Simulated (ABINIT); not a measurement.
## How the form of the self-energy moves the gap of TiO2 (Rutile)

Aim: compare treatments of exchange, screening and correlation for the gap of TiO2 (Rutile).

Program: ABINIT 10.8.3. Level of theory: LDA and many-body steps on it, plane waves. Results are calculated unless marked as measured.

**What was measured.**

- Gap 3.28 eV: optical bandgap after anatase to rutile transformation; spectroscopic ellipsometry; film (polycrystalline sol-gel film on Si(100), annealed at high temperature below 800 °C) (“Photocatalytic Performance of Sol-Gel Prepared TiO2 Thin Films Annealed at Various Temperatures”, 2023, pmc:10419699).

- Gap 3.09 ± 0.06 eV: optical gap from Tauc plot assuming indirect allowed transition; UV/vis diffuse reflectance, Kubelka-Munk and Tauc analysis; film (30 nm ALD shell on quartz particles, grown at 200 C, annealed in air at 500 C; rutile-rich with some anatase) on SiO2 (quartz particles) (“Defect-Mediated Crystallization of the Particulate TiO2 Photocatalyst Grown by Atomic Layer Deposition”, 2024, pmc:11726664).

- Gap 3.05 eV: band gap; bulk crystal (literature experimental value) (quoted in “Hydrogen related defects in titanium dioxide at the interface to palladium”, 2021, arxiv:2112.05953).

- Gap 3.03 eV: experimental band gap, quoted; bulk crystal (quoted in “Polaron-induced phonon localization and stiffening in rutile TiO2”, 2016, arxiv:1612.05679).

This is a report of a sequence of runs, with most program output left out.

## Step 1: Set-up

It takes space group P4_2/mnm (No. 136, tetragonal). Conventional cell: a = 4.592 Å, b = 4.592 Å, c = 2.957 Å, α = 90.00°, β = 90.00°, γ = 90.00°. Nearest to Ti lie 6 O at 1.95 to 1.98 Å. Nearest to O lie 3 Ti at 1.95 to 1.98 Å. Farther neighbours and most contacts between anions are not listed.

The cell and positions come from the Crystallography Open Database and are kept as given unless a step says otherwise.

## Step 2: Empty states on the mesh, 4×4×4 mesh, 218 bands

This step: ABINIT 10.8.3; DFT, LDA, plane waves, norm-conserving pseudopotentials.

The sums over transitions need many empty states on a uniform mesh; this step solves for them.

run.abi reads:

```
acell 3*1.0 Angstrom
rprim 
  4.592200000000 0.000000000000 0.000000000000
  0.000000000000 4.592200000000 0.000000000000
  0.000000000000 0.000000000000 2.957400000000
ntypat 2
znucl 22 8
natom 6
typat 1 1 2 2 2 2
xred 
  0.000000000000 0.000000000000 0.000000000000
  0.500000000000 0.500000000000 0.500000000000
  0.304960000000 0.304960000000 0.000000000000
  0.195040000000 0.804960000000 0.500000000000
  0.695040000000 0.695040000000 0.000000000000
  0.804960000000 0.195040000000 0.500000000000
pp_dirpath "pseudos"
pseudos "Ti.upf, O.upf"
ecut 38
ngkpt 4 4 4
nshiftk 1
shiftk 0 0 0
kptopt 1
chksymbreak 0
irdden 1
istwfk *1
nband 218
prtvol 0
optdriver 6
gwr_task "HDIAGO"
paral_kgb 0
occopt 1
indata_prefix "in"
outdata_prefix "out"
tmpdata_prefix "tmp"
```

Run with:

```
$ OMP_NUM_THREADS=1 mpirun -n 16 abinit run.abi > log
```

The job ended after 5.7 min (16 MPI ranks of Arm Neoverse N1, shared host; peak memory 20 GiB; 82 min of CPU time).

This step gave:

| Item | Value |
| --- | --- |
| gap | 1.836 eV |
| k of the valence top | 0, 0, 0 |
| k of the conduction bottom | 0, 0, 0 |
| least direct gap | 1.836 eV |
| k points computed | 18 |
| lowest point of the top converged band, above the valence top | 107.4225 eV |

On this mesh the gap is 1.836 eV.

The density comes from a self-consistent run that is not shown.

## Step 3: Screening, 4×4×4 mesh, 210 bands, screening to 190.5 eV

The RPA dielectric matrix is built and inverted for each q.

This step: RPA screening on LDA, plane waves, norm-conserving pseudopotentials.

run.abi, as its differences from that of step 2:

```diff
@@ -24,10 +24,11 @@
 chksymbreak 0
-irdden 1
 istwfk *1
-nband 218
-prtvol 0
-optdriver 6
-gwr_task "HDIAGO"
-paral_kgb 0
 occopt 1
+irdwfk 1
+optdriver 3
+nband 210
+ecuteps 7
+inclvkb 2
+awtr 1
+symchi 1
 indata_prefix "in"
```

Elapsed: 9.5 min, on 16 MPI ranks; peak memory 7.4 GiB; 2.4 h of CPU time.

This step gave:

```yaml
eps_infinity_with_local_fields_on_this_mesh_along_the_program_s_q_direction: 8.898
the_same_without_local_fields: 9.351
plasma_frequency: 32.58 eV
plane_waves_in_the_screening_matrix: 383
```

Local fields lower ε∞ by 5 %. On a Γ-centred mesh this coarse the value itself is usually too large, while a short band sum pulls it down.

## Step 4: G0W0, Godby-Needs plasmon pole

The self-energy is evaluated for the states that the input lists, and the levels follow from it, in one-shot runs by the linearised quasiparticle equation.

This step: G0W0 on LDA, plane waves, norm-conserving pseudopotentials.

run.abi, as its differences from that of step 3:

```diff
@@ -27,8 +27,15 @@
 irdwfk 1
-optdriver 3
+optdriver 4
 nband 210
+gwcalctyp 0
+ecutsigx 38
+symsigma 1
+nkptgw 1
+kptgw 
+  0.0000000000 0.0000000000 0.0000000000
+bdgw 
+  22 26
 ecuteps 7
-inclvkb 2
-awtr 1
-symchi 1
+irdscr 1
+ppmodel 1
 indata_prefix "in"
```

Elapsed: 22 s, on 16 MPI ranks; peak memory 5.9 GiB.

This step gave:

| Property | Result |
| --- | --- |
| G0W0 gap on the points computed | 3.407 eV |
| starting gap on the mesh | 1.836 eV |
| k of the valence top | 0, 0, 0 |
| k of the conduction bottom | 0, 0, 0 |
| Z at the valence top | 0.761 |
| Z at the conduction bottom | 0.775 |
| least direct G0W0 gap on the computed points | 3.407 eV |

The gap on the mesh goes from 1.84 eV to 3.41 eV, a correction of +1.57 eV.

## Step 5: G0W0, Hybertsen-Louie plasmon pole

run.abi, as its differences from that of step 4:

```diff
@@ -39,3 +39,3 @@
 irdscr 1
-ppmodel 1
+ppmodel 2
 indata_prefix "in"
```

It took 21 s on 16 MPI ranks; peak memory 5.2 GiB.

This step gave:

* G0W0 gap on the points computed: 4.193 eV
* starting gap on the mesh: 1.836 eV
* k of the valence top: 0, 0, 0
* k of the conduction bottom: 0, 0, 0
* Z at the valence top: 0.83
* Z at the conduction bottom: 0.847
* least direct G0W0 gap on the computed points: 4.193 eV

Against G0W0 in ABINIT (4×4×4 mesh, 210 bands, screening to 190.5 eV, Godby-Needs plasmon pole), the gap moves by +0.786 eV.

## Step 6: G0W0, von der Linden-Horsch plasmon pole

run.abi, as its differences from that of step 5:

```diff
@@ -39,3 +39,3 @@
 irdscr 1
-ppmodel 2
+ppmodel 3
 indata_prefix "in"
```

Run time: 21 s. Hardware: 16 MPI ranks; peak memory 3.6 GiB; 5.5 min of CPU time.

This step gave:

```
G0W0 gap on the points computed              : 3.613 eV
starting gap on the mesh                     : 1.836 eV
k of the valence top                         : 0, 0, 0
k of the conduction bottom                   : 0, 0, 0
least direct G0W0 gap on the computed points : 3.613 eV
```

Against G0W0 in ABINIT (4×4×4 mesh, 210 bands, screening to 190.5 eV, Godby-Needs plasmon pole), the gap moves by +0.206 eV.

## Step 7: G0W0, Engel-Farid plasmon pole

run.abi, as its differences from that of step 6:

```diff
@@ -39,3 +39,3 @@
 irdscr 1
-ppmodel 3
+ppmodel 4
 indata_prefix "in"
```

Run time: 24 s. Hardware: 16 MPI ranks; peak memory 4 GiB.

Numbers from this step:

- G0W0 gap on the points computed: 3.560 eV
- starting gap on the mesh: 1.836 eV
- k of the valence top: 0, 0, 0
- k of the conduction bottom: 0, 0, 0
- least direct G0W0 gap on the computed points: 3.560 eV

Against G0W0 in ABINIT (4×4×4 mesh, 210 bands, screening to 190.5 eV, Godby-Needs plasmon pole), the gap moves by +0.153 eV.

## Step 8: One-shot SEX

This step: one-shot SEX on LDA, plane waves, norm-conserving pseudopotentials.

run.abi, as its differences from that of step 7:

```diff
@@ -29,3 +29,3 @@
 nband 210
-gwcalctyp 0
+gwcalctyp 6
 ecutsigx 38
@@ -39,3 +39,2 @@
 irdscr 1
-ppmodel 4
 indata_prefix "in"
```

It took 5.2 s on 16 MPI ranks; peak memory 1.2 GiB.

This step gave:

* quasiparticle gap on the points computed: 3.426 eV
* starting gap on the mesh: 1.836 eV
* k of the valence top: 0, 0, 0
* k of the conduction bottom: 0, 0, 0
* least direct quasiparticle gap on the computed points: 3.426 eV

Against G0W0 in ABINIT (4×4×4 mesh, 210 bands, screening to 190.5 eV, Godby-Needs plasmon pole), the gap moves by +0.019 eV.

## Step 9: One-shot COHSEX

This step: one-shot COHSEX on LDA, plane waves, norm-conserving pseudopotentials.

run.abi, as its differences from that of step 8:

```diff
@@ -29,3 +29,3 @@
 nband 210
-gwcalctyp 6
+gwcalctyp 7
 ecutsigx 38
```

Run time: 5.2 s. Hardware: 16 MPI ranks; peak memory 1.4 GiB; 80 s of CPU time.

Numbers from this step:

```
quasiparticle gap on the points computed              : 3.972 eV
starting gap on the mesh                              : 1.836 eV
k of the valence top                                  : 0, 0, 0
k of the conduction bottom                            : 0, 0, 0
least direct quasiparticle gap on the computed points : 3.972 eV
```

Against G0W0 in ABINIT (4×4×4 mesh, 210 bands, screening to 190.5 eV, Godby-Needs plasmon pole), the gap moves by +0.565 eV.

## Step 10: One-shot Hartree-Fock

This step: one-shot Hartree-Fock on LDA, plane waves, norm-conserving pseudopotentials.

run.abi, as its differences from that of step 9:

```diff
@@ -28,4 +28,4 @@
 optdriver 4
-nband 210
-gwcalctyp 7
+nband 28
+gwcalctyp 5
 ecutsigx 38
@@ -37,4 +37,4 @@
   22 26
-ecuteps 7
-irdscr 1
+ixc_sigma 40
+fftgw 31
 indata_prefix "in"
```

Wall time 4.2 s (16 MPI ranks); peak memory 1.2 GiB; 65 s of CPU time.

This step gave:

```
quasiparticle gap on the points computed              : 14.56 eV
starting gap on the mesh                              : 1.836 eV
k of the valence top                                  : 0, 0, 0
k of the conduction bottom                            : 0, 0, 0
least direct quasiparticle gap on the computed points : 14.56 eV
```

Against G0W0 in ABINIT (4×4×4 mesh, 210 bands, screening to 190.5 eV, Godby-Needs plasmon pole), the gap moves by +11.152 eV.

## Step 11: The runs together

Times are wall times on 16 MPI ranks of Arm Neoverse N1, shared host, good to a factor of about two. A run's time includes the screening step that it read.

```tsv
run	mesh	bands	screening cutoff (eV)	DFT gap (eV)	gap on the mesh (eV)	direct (eV)	ε∞ used	time
G0W0, Godby-Needs plasmon pole	4×4×4	210	190.5	1.836	3.407	3.407	8.90	9.9 min
G0W0, Hybertsen-Louie plasmon pole	4×4×4	210	190.5	1.836	4.193	4.193	8.90	9.9 min
G0W0, von der Linden-Horsch plasmon pole	4×4×4	210	190.5	1.836	3.613	3.613	8.90	9.9 min
G0W0, Engel-Farid plasmon pole	4×4×4	210	190.5	1.836	3.560	3.560	8.90	9.9 min
one-shot SEX	4×4×4	210	190.5	1.836	3.426	3.426	8.90	9.6 min
one-shot COHSEX	4×4×4	210	190.5	1.836	3.972	3.972	8.90	9.6 min
one-shot Hartree-Fock	4×4×4	-	-	1.836	14.559	14.559	-	4.2 s
```

## Step 12: What came out

```json
{
  "G0W0, Godby-Needs plasmon pole": "3.407 eV",
  "G0W0, Hybertsen-Louie plasmon pole": "4.193 eV",
  "G0W0, von der Linden-Horsch plasmon pole": "3.613 eV",
  "G0W0, Engel-Farid plasmon pole": "3.560 eV",
  "one-shot SEX": "3.426 eV",
  "one-shot COHSEX": "3.972 eV",
  "one-shot Hartree-Fock": "14.559 eV",
  "known limits": "not at the basis limit; coarse k mesh"
}
```

In words: G0W0, Hybertsen-Louie plasmon pole: +0.786 eV against G0W0, Godby-Needs plasmon pole. G0W0, von der Linden-Horsch plasmon pole: +0.206 eV against G0W0, Godby-Needs plasmon pole. G0W0, Engel-Farid plasmon pole: +0.153 eV against G0W0, Godby-Needs plasmon pole. One-shot SEX: +0.019 eV against G0W0, Godby-Needs plasmon pole. One-shot COHSEX: +0.565 eV against G0W0, Godby-Needs plasmon pole. One-shot Hartree-Fock: +11.152 eV against G0W0, Godby-Needs plasmon pole. Bare exchange alone opens the gap to 14.56 eV; against G0W0, correlation takes back 11.15 eV. Against experiment, by G0W0, Godby-Needs plasmon pole: the gap of 3.41 eV lies +0.13 eV from the measured 3.28 eV (optical, 2023); the gap of 3.41 eV lies +0.32 eV from the measured 3.09 ± 0.06 eV (indirect, on SiO2 (quartz particles), 2024); the gap of 3.41 eV lies +0.36 eV from the measured 3.05 eV (kind not stated, quoted 2021); the gap of 3.41 eV lies +0.38 eV from the measured 3.03 eV (kind not stated, quoted 2016). An exciton line or allowed optical edge lies below the quasiparticle gap by the binding energy; a forbidden edge can push the onset above it. These are gaps on the mesh, at modest bands and cutoff. The calculation has static nuclei and no excitons; a measured gap holds zero-point and thermal motion, which mostly lowers it. Bands and cutoff are finite, so the gap is not at the basis limit. The miss can reach some tenths of an eV and take either sign; the mesh is an error of its own. In the G0W0 runs levels were corrected at 1 k point alone, so a gap called «on the mesh» is the least over those, and an edge elsewhere would be missed. The 4×4×4 mesh is coarse for this cell, which bears on the long-range parts of exchange and screening.

[Paths, hosts, dates, memory and timing lines, banners, echoed tables and standing remarks are left out of the program output.]

[Logs are printed without paths, hosts, clocks, repeated set-up lines and the standing remarks that a program may print on its own settings, such as how far it seeks lower states.]

[Runs of the session that timed out or met a known fault of the program may be left out.]

[Hosts, paths, dates, database ids (printed as entryN), source tags and the programs' standing remarks are cut or masked in the printed files.]

[G0W0 gaps are taken among the corrected bands and points alone; a level outside them can change the order at an edge.]

[Where Ansatz stands beside ABINIT at settings called matched, ABINIT's density can come from a denser mesh and the files from another edition; pairs whose starting gaps differed by over 0.03 eV were left out, so agreement reads better than it is.]
